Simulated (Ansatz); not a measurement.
Planning a run of Ansatz 0.2.0 on Te (P3_121). The input:

```yaml
crystal:
  lattice:
    - [4.4572, 0.0, 0.0]
    - [-2.2286, 3.8600484297, 0.0]
    - [0.0, 0.0, 5.929]
  atoms:
    - { symbol: Te, position: [0.2633, 0.0, 0.3333333333] }
    - { symbol: Te, position: [0.0, 0.2633, 0.6666666667] }
    - { symbol: Te, position: [0.7367, 0.7367, 0.0] }
kpoints:
  mp_grid: { grid: [6, 6, 4] }
hamiltonian:
  xc: pbe
  pseudopotentials: { kind: paw, azcp: { folder: soft_1 } }
scf:
  occupations: { method: fixed }
gw:
  n_empty_bands: 425
  ecut_chi: 150.0
  qp_bands: [v2, c2]
  qp_kpoints: band_edges
  screening: { model: contour_deformation }
```

```sh
ansatz run input.yaml --threads 2 --pin off --max-ram 73728MiB --backend cuda --events-out ev --progress --plain --runs-dir out --devices 1 --max-vram 13GiB
```

**Question.** How long will it take on 1 × NVIDIA H100 80GB HBM3 (shared by 6 runs) with 2 threads of AMD EPYC 7R13 (Zen 3), shared host, and how much memory?

It took 82 s; on shared hardware allow 41 s to 2.7 min. Peak host memory was 2.3 GiB. The sizes that set the cost: 2017 plane waves a state, 24 irreducible k points, 449 bands summed, 449 plane waves in the screening and 7 SCF cycles.

The screening grows as filled bands × empty bands × pairs of k points, times the square of the screening basis for the matrix.

[Paths, hosts, dates, memory and timing lines, banners, echoed tables and standing remarks are left out of the program output.]

[Logs are printed without paths, hosts, clocks, repeated set-up lines and the standing remarks that a program may print on its own settings, such as how far it seeks lower states.]

[Runs of the session that timed out or met a known fault of the program may be left out.]

[Cells called generated may have been cut or substituted from an entry of the Crystallography Open Database or the Materials Project.]

[Hosts, paths, dates, database ids (printed as entryN), source tags and the programs' standing remarks are cut or masked in the printed files.]
